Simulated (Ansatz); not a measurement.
## In2S (model cell, started as cuprite): a soft mode frozen in

Aim: this structure of In2S (model cell, started as cuprite) is to be tested for unstable modes, and one is followed downhill.

Main program and level: Ansatz 0.2.0; DFT PBEsol, scalar-relativistic, plane waves, PAW.

The structure was built from a prototype and need not be the compound's stable phase.

### 1. Set-up

The structure is cubic, space group Pn-3m (No. 224). The conventional cell has a = 6.290 Å, b = 6.290 Å, c = 6.290 Å, α = 90.00°, β = 90.00°, γ = 90.00°. Nearest to S lie 4 In at 2.72 Å. Nearest to In lie 2 S at 2.72 Å. Farther neighbours and most contacts between anions are not listed.

### 2. Phonons on a q mesh

The cell comes from relaxations at this level that are not shown. Stability and thermal properties need the whole zone. Linear response on a 2×2×2 q mesh gives force constants as far as a supercell of that size would.

input.yaml reads:

```yaml
crystal:
  lattice:
    - [6.2898146533, 0.0, 0.0]
    - [0.0, 6.2898146533, 0.0]
    - [0.0, 0.0, 6.2898146533]
  atoms:
    - { symbol: S, position: [0.0, 0.0, 0.0] }
    - { symbol: S, position: [0.5, 0.5, 0.5] }
    - { symbol: In, position: [0.25, 0.25, 0.25] }
    - { symbol: In, position: [0.75, 0.75, 0.25] }
    - { symbol: In, position: [0.75, 0.25, 0.75] }
    - { symbol: In, position: [0.25, 0.75, 0.75] }
kpoints:
  mp_grid: { grid: [6, 6, 6] }
hamiltonian:
  xc: pbesol
scf:
  occupations: { method: methfessel_paxton, width: 0.2 }
output:
  eigenvalues: true
phonons:
  method: dfpt
  qmesh: [2, 2, 2]
  temperatures: { t_max: 1000, t_step: 50 }
  qpath:
    path:
      - [[0.0, 0.0, 0.0], [0.0, 0.5, 0.0], [0.5, 0.5, 0.0], [0.0, 0.0, 0.0], [0.5, 0.5, 0.5], [0.0, 0.5, 0.0]]
      - [[0.5, 0.5, 0.5], [0.5, 0.5, 0.0]]
    npoints: 10
```

On the command line:

```
> ansatz run input.yaml --threads 8 --pin off --max-ram 14336MiB --backend cpu --events-out ev --progress --plain --runs-dir out
```

Numbers of over 12 decimals in the logs are rounded to 6 here.

The program printed:

```text
Warning: phonons: the dynamical matrix that this run interpolates holds no multipole term above the dipole-dipole one, and a site of this crystal is no centre of inversion, so its interpolated transverse optical and acoustic branches and sound speeds can stay off near Gamma, and the density of states and the thermodynamics with them. What a run solves at a wave vector of phonons.qpoints, Gamma apart, where the deck admits one, is free of this, and under fd what a larger phonons.supercell samples
Engine: ansatz 0.2.0, aarch64-unknown-linux-gnu
Pseudopotentials: kind: paw
Pseudopotential: S, paw, valence charge 6, recommended cutoff 420 eV (normal), S.paw.azcp
Pseudopotential: In, paw, valence charge 13, recommended cutoff 420 eV (normal), In.paw.azcp
Functional definition: PBEsol
  exchange = pbesol_x
  correlation = pbesol_c
Crystal: 6 atoms, lattice volume = 248.836 Å³
Basis set: ecut = 420 eV, 4945 PW (Γ), exchange–correlation on 96×96×96 points (8 copies of the dense FFT grid, shifted against one another)
Bands: 39, of which v1, the nominal top of the filled ones, is band 32 counted from 1 (31 counted from 0)
Symmetry: 48 space group operations
k-points: 20 of 216
Non-local potential: S, projectors of the file, l = 0: 2, l = 1: 2, l = 2: 2
Non-local potential: In, projectors of the file, l = 0: 2, l = 1: 2, l = 2: 2, l = 3: 2
PAW form: soft (Blöchl's): semilocal exchange-correlation on the pseudo side does not see the compensation charge
PAW frozen core: S, regenerated for the run's functional, and the local potential with it (the file was generated under x = pbe(κ = 0.804, μ = 0.219515), c = pbe(β = 0.066725))
PAW frozen core: In, regenerated for the run's functional, and the local potential with it (the file was generated under x = pbe(κ = 0.804, μ = 0.219515), c = pbe(β = 0.066725))
PAW one-centre angular grid: S, 110 points (default); XC on 64 Gauss nodes
PAW one-centre angular grid: In, 590 points (default); XC on 64 Gauss nodes
Initial density: superposition of atomic densities (neutral atoms: chi_scale 0, normalization atom), corrected by the library's trained network
Initial wavefunctions: pseudopotential atomic-orbital guess
Functional: x = pbesol(κ = 0.804, μ = 0.123457), c = pbesol(β = 0.046)
SCF iter   1: F=—  HF=-23868.576135 eV  |F-HF|=—  |Δ(HF+E_count)|=         —  Δρ=3.87e-3  dr2=8.05e-2  ethr=1.77e-3  ⟨swp⟩=7.0  Hψ=3030  notcnv=0
preconditioner: auto → LDOS  [metal: Δε(μ)=0.016 eV  Ē_g=12.517 eV  σ=0.200 eV  W_gap=0.07  n_scr=32 (ndim 8)  ℏωp=18.8 eV  f_vac=0.041  D(μ)=6.77/eV (n_scr^D=32)  β→1.0]
SCF iter   2: F=—  HF=-23868.569888 eV  |F-HF|=—  |Δ(HF+E_count)|=   6.25e-3  S|Δr|=    0.00e0  Δρ=1.65e-3  dr2=1.61e-2  ethr=1.26e-4  ⟨swp⟩=1.6  Hψ=1327  notcnv=0
SCF iter   3: F=—  HF=-23868.570606 eV  |F-HF|=—  |Δ(HF+E_count)|=   7.18e-4  S|Δr|=    0.00e0  Δρ=1.36e-3  dr2=4.56e-3  ethr=2.51e-5  ⟨swp⟩=2.0  Hψ=1394  notcnv=0
SCF iter   4: F=—  HF=-23868.568858 eV  |F-HF|=—  |Δ(HF+E_count)|=   1.75e-3  S|Δr|=    0.00e0  Δρ=2.88e-4  dr2=2.20e-4  ethr=7.12e-6  ⟨swp⟩=2.0  Hψ=1405  notcnv=0
SCF iter   5: F=—  HF=-23868.568821 eV  |F-HF|=—  |Δ(HF+E_count)|=   3.62e-5  S|Δr|=    0.00e0  Δρ=4.33e-5  dr2=1.12e-5  ethr=3.44e-7  ⟨swp⟩=2.8  Hψ=1485  notcnv=0
SCF iter   6: F=—  HF=-23868.568821 eV  |F-HF|=—  |Δ(HF+E_count)|=   7.67e-7  S|Δr|=    0.00e0  Δρ=6.98e-6  dr2=2.45e-7  ethr=1.75e-8  ⟨swp⟩=3.0  Hψ=1440  notcnv=0
SCF iter   7: F=—  HF=-23868.568783 eV  |F-HF|=—  |Δ(HF+E_count)|=   3.75e-5  S|Δr|=    0.00e0  Δρ=1.71e-6  dr2=8.40e-9  ethr=3.82e-10  ⟨swp⟩=3.0  Hψ=1576  notcnv=0
SCF iter   8: F=—  HF=-23868.568783 eV  |F-HF|=—  |Δ(HF+E_count)|=   6.54e-9  S|Δr|=    0.00e0  Δρ=2.61e-7  dr2=2.22e-10  ethr=1.31e-11  ⟨swp⟩=2.0  Hψ=1004  notcnv=0
SCF iter   9: F=-23868.568783 eV  HF=-23868.568783 eV  |F-HF|=7.28e-12  |Δ(HF+E_count)|=  2.18e-11  S|Δr|=    0.00e0  Δρ=3.52e-8  dr2=2.30e-12  ethr=1.00e-12  ⟨swp⟩=9.4  Hψ=4312  notcnv=0
SCF 1 converged in 9 iterations: F = -23868.568783 eV  dr2 = 2.30e-12
  greatest PAW one-centre occupation: 0.984 electrons in one spin orbital (limit 2), on the In atom at site 2 (counted from 0), in its partial waves of l = 2
Initial density: read from a saved state, or passed on in memory by an earlier SCF of this step, an earlier step, the calling program or the single point that the run made first
iter 1 solved again at ethr=3.52e-7 eV; its pass at ethr=3.10e-3 eV (dr2=2.25e-4 eV) is discarded
SCF iter   1: F=—  HF=-23868.568825 eV  |F-HF|=—  |Δ(HF+E_count)|=         —  Δρ=2.38e-7  dr2=6.81e-11  ethr=3.52e-7  ⟨swp⟩=3.3  Hψ=5353  notcnv=0
eigensolver tolerance schedule: the retry pair's looser diagonalisation over-reported the residual by 3306280.67 of it (diagonalisation noise at an unbounded share of the residual, at the tolerance the schedule requests for it); recorded, not acted on — ethr = c·dr2/N_el stays at c = 1.0e-1
preconditioner: auto → LDOS  [metal: Δε(μ)=0.027 eV  Ē_g=12.523 eV  σ=0.200 eV  W_gap=0.11  n_scr=32 (ndim 8)  ℏωp=18.8 eV  f_vac=0.043  D(μ)=7.22/eV (n_scr^D=56)  β→1.0]
SCF iter   2: F=—  HF=-23868.568783 eV  |F-HF|=—  |Δ(HF+E_count)|=   4.22e-5  S|Δr|=    0.00e0  Δρ=2.90e-7  dr2=9.39e-11  ethr=1.00e-12  ⟨swp⟩=3.6  Hψ=2163  notcnv=0
SCF iter   3: F=—  HF=-23868.568783 eV  |F-HF|=—  |Δ(HF+E_count)|=  4.37e-11  S|Δr|=    0.00e0  Δρ=1.09e-7  dr2=1.49e-11  ethr=1.00e-12  ⟨swp⟩=1.0  Hψ=780  notcnv=0
SCF iter   4: F=-23868.568783 eV  HF=-23868.568783 eV  |F-HF|=1.82e-11  |Δ(HF+E_count)|=  3.64e-12  S|Δr|=    0.00e0  Δρ=8.37e-8  dr2=9.20e-12  ethr=1.00e-12  ⟨swp⟩=4.7  Hψ=2033  notcnv=0
SCF 2 converged in 4 iterations: F = -23868.568783 eV  dr2 = 9.20e-12
  greatest PAW one-centre occupation: 0.984 electrons in one spin orbital (limit 2), on the In atom at site 5 (counted from 0), in its partial waves of l = 2
phonons: the bands overlap, so this run is a metal and interpolates without the dipole-dipole term. If the crystal is really an insulator or semiconductor, its LO-TO splitting is missing
NSCF: frozen V_eff on 20 k-points
NSCF: frozen V_eff on 68 k-points
DFPT response loops at q = (0, 0, 0) (fractional): preconditioner auto → Kerker (q_TF=auto, 2.176 Å⁻¹) (partly filled bands, converged f_vac=0.043); β = 1.00, the filter's whole step (`scf.mixing.beta` (0.50) is not read by the response loops under this deck's `scf.mixing.preconditioner`; to damp them name `kerker` or `kerker_dos`, under which they read `scf.mixing.beta`, and type it under 1.00, their step now; both keys bind the ground state too); Broyden in place of MSR1
NSCF: frozen V_eff on 224 k-points
DFPT response loops at q = (0, 0, -0.5) (fractional): mixed as the last ones told, above
NSCF: frozen V_eff on 224 k-points
DFPT response loops at q = (0, -0.5, -0.5) (fractional): mixed as the last ones told, above
NSCF: frozen V_eff on 136 k-points
DFPT response loops at q = (-0.5, -0.5, -0.5) (fractional): mixed as the last ones told, above
SCF converged after 9 iterations
Stability not checked: this state was not tested for a lower state beside it, because cold or Methfessel-Paxton smearing, or corrected tetrahedra, fill the levels in a way that the test cannot read (fill_not_monotonic; see scf.lower_state_search)
Free energy (F): -23868.568783 eV
Harris-Foulkes:  -23868.568783 eV  (|F-HF|=7.28e-12)
Internal energy: -23868.573701 eV  (E = F + TS)
E sigma→0 (E₀):  -23868.570013 eV
Entropy (-TS):   0.004918 eV (0.820 meV/atom)
Fermi energy:    3.603635 eV
--- Per-component energies (eV) ---
  E_band       = -449.305490
  E_kinetic    = 1168.221390
  E_local      = -6418.790562  (includes V_loc(G=0)·N_el)
  E_nonlocal   = 1528.015946
  E_hartree    = 2516.838724
  E_xc         = -1043.271658
  E_vxc        = -568.426196  (∫ρ·V_xc dr)
  E_paw        = -17486.535229  (= ΣΔE_a)
  E_vpaw       = -1192.003561  (= ΣTr[D̂ρ^β])
  E_aug_tail   = 0.000104  (compensation charges beyond the density's cutoff)
  E_ewald      = -4134.119924
  E_core_change = 1.067509  (= ΣΔE_core)
  E_smearing   = 0.004918  (= −TS)
  E_closure    = -0.000000  (closes the sum)
  Σ components = -23868.568783   (vs F -23868.568783, Δ=0.00e0)
--- Band table (eV; the first three rows and the last of 20) ---
  k-point 0: bands = [... 28 lower, 0.4412, 3.0961, 3.0961, 3.8620, 3.8620, 3.8620, 5.9360, 5.9360, ... 3 higher]
  k-point 1: bands = [... 28 lower, 0.8345, 3.2047, 3.3361, 3.6723, 3.7451, 3.7451, 5.5033, 5.9561, ... 3 higher]
  k-point 2: bands = [... 28 lower, 1.5638, 3.0920, 3.5268, 3.5578, 3.5578, 4.0473, 4.7415, 5.8280, ... 3 higher]
  k-point 19: bands = [... 28 lower, 1.2517, 3.5837, 3.5837, 3.5837, 3.9926, 3.9926, 3.9926, 6.4032, ... 3 higher]
--- Phonons (Γ-DFPT): 2 representative perturbations + reference (Σ response iterations 6) ---
  ASR residual: 3.612e-5 → 0.000e0 eV/Å²; symmetrization residual: 3.012e-6 eV/Å²
  ASR residual per site (eV/Å²): 8.40e-6 8.40e-6 3.61e-5 3.61e-5 3.61e-5 3.61e-5
  Γ frequencies (cm⁻¹): -220.14 -220.14 -220.14 -189.92 -189.92 -189.92 -89.23 -89.23 -89.23 -84.76 -84.76 0.00 0.00 0.00 47.89 47.89 47.89 128.01
--- Phonons (arbitrary-q DFPT): 4 irreducible q on the 2×2×2 mesh ---
  q = [0.0000, 0.0000, 0.0000] (star 1, of the zone-centre solve; hermiticity 1.28e-6, symmetrization 1.90e-12): -220.14 -220.14 -220.14 -189.92 -189.92 -189.92 -89.23 -89.23 -89.23 -84.76 -84.76 -0.00 -0.00 -0.00 47.89 47.89 47.89 128.01
  q = [0.0000, 0.0000, -0.5000] (star 3, 4 solved perturbations in 284 linear systems a pass and spin channel, the states on 112 of 216 k-point pairs; hermiticity 1.99e-6, symmetrization 3.81e-12): -228.86 -228.86 -182.47 -182.47 -91.38 -91.38 -84.79 -84.79 -62.30 -62.30 -33.64 -33.64 -28.05 -28.05 53.67 53.67 88.63 88.63
  q = [0.0000, -0.5000, -0.5000] (star 3, 4 solved perturbations in 284 linear systems a pass and spin channel, the states on 112 of 216 k-point pairs; hermiticity 1.16e-6, symmetrization 1.47e-12): -225.77 -225.77 -187.36 -187.36 -122.11 -122.11 -61.82 -61.82 -57.11 -57.11 -57.11 -57.11 -52.02 -52.02 50.37 50.37 92.62 92.62
  q = [-0.5000, -0.5000, -0.5000] (star 1, 2 solved perturbations in 108 linear systems a pass and spin channel, the states on 68 of 216 k-point pairs; hermiticity 3.17e-7, symmetrization 1.33e-11): -215.67 -215.67 -215.67 -157.62 -157.62 -157.62 -68.92 -68.92 -68.92 -47.70 -47.70 -29.58 -29.58 -29.58 57.53 57.53 57.53 136.68
  sum rule: each row above includes the acoustic sum rule's correction from the zone centre's row sums; it moved no ω² by more than (0.32 cm⁻¹)²
  mesh force constants: q→R imaginary residual 2.02e-17; ASR residual 3.612e-5 → 0.000e0 eV/Å²; symmetrization residual 1.776e-15 eV/Å²
  interpolated dispersion: 62 rows × 18 modes
  density of states and harmonic sums: on the 10×10×10 q-mesh, interpolated from the force constants of a 2×2×2 supercell (no non-analytic term)
  largest difference from the sums on the solved wave vectors: F 1.03e-1 eV, S 1.27e-4 and C_V 2.60e-5 eV/K
  zero-point energy: 0.017723 eV/cell   skipped modes (ω ≤ 0): 763, of them read as no rigid motion or as one in doubt: 760 (1.372e1 modes/cell left out, lowest -235.02 cm⁻¹)   left out of the sums: 7.62e-1 of the cell's modes: C_V's classical limit lies that fraction below 3 k_B per atom; for a crystal, a wire or a layer, F and S can be off by more, and a phonons.interpolated_qmesh denser along its periods is the remedy for the sampling
```

The job ended after 2.6 min (8 threads of Arm Neoverse V2, shared host; peak memory 3.1 GiB).

Reading the cycles: dr2 is the Hartree energy of the density residual (eV), the measure of convergence; HF is the Harris–Foulkes estimate of the energy, which meets the free energy F at convergence.

This step gave:

```yaml
volume_per_atom: 41.47 Å³
gap_on_the_k_mesh: 0 eV
sum_rule_residual_before_enforcement: 3.61e-5 eV/Å²
lowest_frequency_on_the_path: -235.2 cm⁻¹
point_group: m-3m
highest_frequency_on_the_path_or_at_a_solved_wavevector: 136.7 cm⁻¹
highest_optical_mode_at_the_zone_centre_no_lo_to_term: 128.0 cm⁻¹
lowest_optical_zone_centre_mode: -220.1 cm⁻¹
lowest_mode_on_the_q_mesh_acoustic_modes_at_gamma_apart: -228.9 cm⁻¹
```

Frequencies (cm⁻¹) solved at each irreducible wavevector; negative means imaginary. Frequencies by wavevector, by row:

| q in reciprocal lattice units | star | mode 1 | mode 2 | mode 3 | mode 4 | mode 16 | mode 17 | mode 18 |
| --- | --- | --- | --- | --- | --- | --- | --- | --- |
| 0 0 0 | 1 | -220.1 | -220.1 | -220.1 | -189.9 | 47.9 | 47.9 | 128 |
| 0 0 -0.5 | 3 | -228.9 | -228.9 | -182.5 | -182.5 | 53.7 | 88.6 | 88.6 |
| 0 -0.5 -0.5 | 3 | -225.8 | -225.8 | -187.4 | -187.4 | 50.4 | 92.6 | 92.6 |
| -0.5 -0.5 -0.5 | 1 | -215.7 | -215.7 | -215.7 | -157.6 | 57.5 | 57.5 | 136.7 |

Interpolated from a 2×2×2 q mesh. Phonon branches along the path, in cm⁻¹:

| point | branch 1 | branch 2 | branch 3 | branch 4 | branch 15 | branch 16 | branch 17 | branch 18 |
| --- | --- | --- | --- | --- | --- | --- | --- | --- |
| Γ | -220 | -220 | -220 | -190 | 48 | 48 | 48 | 128 |
| halfway | -230 | -230 | -205 | -183 | 49 | 49 | 56 | 117 |
| X | -229 | -229 | -182 | -182 | 54 | 54 | 89 | 89 |
| halfway | -229 | -229 | -183 | -183 | 51 | 51 | 92 | 92 |
| M | -226 | -226 | -187 | -187 | 50 | 50 | 93 | 93 |
| halfway | -235 | -217 | -214 | -150 | 46 | 51 | 68 | 110 |
| Γ | -220 | -220 | -220 | -190 | 48 | 48 | 48 | 128 |
| halfway | -226 | -220 | -220 | -138 | 47 | 47 | 72 | 112 |
| R | -216 | -216 | -216 | -158 | 58 | 58 | 58 | 137 |
| halfway | -227 | -224 | -203 | -161 | 51 | 53 | 70 | 115 |
| X | -229 | -229 | -182 | -182 | 54 | 54 | 89 | 89 |
| jump to R | -216 | -216 | -216 | -158 | 58 | 58 | 58 | 137 |
| halfway | -222 | -222 | -209 | -164 | 54 | 54 | 57 | 124 |
| M | -226 | -226 | -187 | -187 | 50 | 50 | 93 | 93 |

Symmetry leaves 4 wavevectors to solve. The lowest mode among them, the acoustic zeros apart, lies at q = (0, 0, -0.5) and is imaginary, 228.9i cm⁻¹, so the energy falls along it. Between them the interpolated path dips to 235i cm⁻¹.

### 3. The mode frozen in, largest atomic shift 0 Å

The mode followed lies at q = (0, 0, -0.5) with frequency 228.9i cm⁻¹ and is 2-fold degenerate, the softest among the wavevectors solved. At small amplitude the distorted cell has space group no. 91 by a symmetry search on the positions. The undistorted cell that holds it gives the zero of energy on the same k mesh.

System of this step: In2S (model cell, started as cuprite). The structure is cubic, space group Pn-3m (No. 224). The conventional cell has a = 6.290 Å, b = 6.290 Å, c = 6.290 Å, α = 90.00°, β = 90.00°, γ = 90.00°. Nearest to S lie 4 In at 2.72 Å. In has 2 S at 2.72 Å nearest. Farther neighbours and most contacts between anions are not listed.

input.yaml reads:

```yaml
crystal:
  lattice:
    - [6.2898146533, 0.0, 0.0]
    - [0.0, 6.2898146533, 0.0]
    - [0.0, 0.0, 12.5796293066]
  atoms:
    - { symbol: S, position: [0.0, 0.0, 0.5] }
    - { symbol: S, position: [0.0, 0.0, 0.0] }
    - { symbol: S, position: [0.5, 0.5, 0.25] }
    - { symbol: S, position: [0.5, 0.5, 0.75] }
    - { symbol: In, position: [0.25, 0.25, 0.125] }
    - { symbol: In, position: [0.25, 0.25, 0.625] }
    - { symbol: In, position: [0.75, 0.75, 0.125] }
    - { symbol: In, position: [0.75, 0.75, 0.625] }
    - { symbol: In, position: [0.75, 0.25, 0.375] }
    - { symbol: In, position: [0.75, 0.25, 0.875] }
    - { symbol: In, position: [0.25, 0.75, 0.375] }
    - { symbol: In, position: [0.25, 0.75, 0.875] }
kpoints:
  mp_grid: { grid: [6, 6, 4] }
hamiltonian:
  xc: pbesol
scf:
  occupations: { method: methfessel_paxton, width: 0.2 }
output:
  forces: true
  stress: true
  eigenvalues: true
```

The program printed:

```text
[...]
Crystal: 12 atoms, lattice volume = 497.672 Å³
Basis set: ecut = 420 eV, 9863 PW (Γ), exchange–correlation on 90×90×180 points (8 copies of the dense FFT grid, shifted against one another)
Bands: 77, of which v1, the nominal top of the filled ones, is band 64 counted from 1 (63 counted from 0)
Symmetry: 32 space group operations
[...]
k-points: 30 of 144
[...]
k-point 0: bands = [... 60 lower, 3.0972, 3.4825, 3.4825, 3.8642, 3.8643, 3.8643, 4.0508, 4.0508, ... 9 higher]
  k-point 1: bands = [... 60 lower, 3.2353, 3.5267, 3.5267, 3.6406, 3.7534, 3.7933, 3.7933, 4.2617, ... 9 higher]
  k-point 2: bands = [... 60 lower, 3.3840, 3.3840, 3.6472, 3.6472, 3.6472, 3.6472, 3.6826, 3.6826, ... 9 higher]
  k-point 29: bands = [... 60 lower, 3.3706, 3.3706, 3.3706, 3.3706, 4.3190, 4.3190, 4.3190, 4.3190, ... 9 higher]
[key lines of the parts left out:]
SCF converged after 7 iterations
Free energy (F): -47737.138560 eV
Fermi energy:    3.607264 eV
P = ⅓ Tr σ = 0.0135 GPa (0.135 kbar)
```

The job ended after 9 s (8 threads; peak memory 2.3 GiB).

Numbers from this step:

```
pressure                         : 0.01348 GPa
energy from the undistorted cell : 0 meV/atom
```

The run ends at a pressure of 0.01 GPa.

### 4. The mode frozen in, largest atomic shift 0.6 Å

The atoms are moved along the unstable eigenvector, the largest shift by 0.6 Å, with the cell fixed.

input.yaml reads:

```yaml
crystal:
  lattice:
    - [6.2898146533, 0.0, 0.0]
    - [0.0, 6.2898146533, 0.0]
    - [0.0, 0.0, 12.5796293066]
  atoms:
    - { symbol: S, position: [0.0, 0.0953923181, 0.5] }
    - { symbol: S, position: [0.0, -0.0953923181, 0.0] }
    - { symbol: S, position: [0.5953923181, 0.5, 0.25] }
    - { symbol: S, position: [0.4046076819, 0.5, 0.75] }
    - { symbol: In, position: [0.2436081636, 0.2563918364, 0.125] }
    - { symbol: In, position: [0.2563918364, 0.2436081636, 0.625] }
    - { symbol: In, position: [0.7436081636, 0.7563918364, 0.125] }
    - { symbol: In, position: [0.7563918364, 0.7436081636, 0.625] }
    - { symbol: In, position: [0.7436081636, 0.2436081636, 0.375] }
    - { symbol: In, position: [0.7563918364, 0.2563918364, 0.875] }
    - { symbol: In, position: [0.2436081636, 0.7436081636, 0.375] }
    - { symbol: In, position: [0.2563918364, 0.7563918364, 0.875] }
kpoints:
  mp_grid: { grid: [6, 6, 4] }
hamiltonian:
  xc: pbesol
scf:
  occupations: { method: methfessel_paxton, width: 0.2 }
output:
  forces: true
  stress: true
  eigenvalues: true
```

The program printed:

```text
[...]
Crystal: 12 atoms, lattice volume = 497.672 Å³
Basis set: ecut = 420 eV, 9863 PW (Γ), exchange–correlation on 90×90×180 points (8 copies of the dense FFT grid, shifted against one another)
Bands: 77, of which v1, the nominal top of the filled ones, is band 64 counted from 1 (63 counted from 0)
Symmetry: 8 space group operations
[...]
k-point 0: bands = [... 60 lower, 2.2615, 3.1616, 3.2708, 3.2708, 4.1712, 4.5959, 4.5959, 4.9721, ... 9 higher]
  k-point 1: bands = [... 60 lower, 2.2686, 2.7624, 3.3013, 3.8202, 4.1991, 4.3856, 4.4221, 4.8080, ... 9 higher]
  k-point 2: bands = [... 60 lower, 2.3813, 2.3813, 3.6684, 3.6684, 4.2841, 4.2841, 4.6313, 4.6313, ... 9 higher]
  k-point 29: bands = [... 60 lower, 2.8701, 2.8701, 3.9017, 3.9017, 4.1228, 4.1228, 4.2838, 4.2838, ... 9 higher]
[key lines of the parts left out:]
SCF converged after 8 iterations
Free energy (F): -47738.002419 eV
Fermi energy:    4.007779 eV
P = ⅓ Tr σ = -0.6247 GPa (-6.247 kbar)
```

Elapsed: 14 s, on 8 threads; peak memory 2.1 GiB.

This step gave:

```
pressure                         : -0.6247 GPa
energy from the undistorted cell : -71.36 meV/atom
```

The energy, extrapolated to zero smearing, is -71.36 meV/atom against the undistorted cell.

The run ends at a pressure of -0.62 GPa, with forces up to 1.0 eV/Å.

[end of part 1 of 2]

[Logs are printed without paths, hosts, clocks, repeated set-up lines and the standing remarks that a program may print on its own settings, such as how far it seeks lower states.]

[Hosts, paths, dates, database ids (printed as entryN), source tags and the programs' standing remarks are cut or masked in the printed files.]
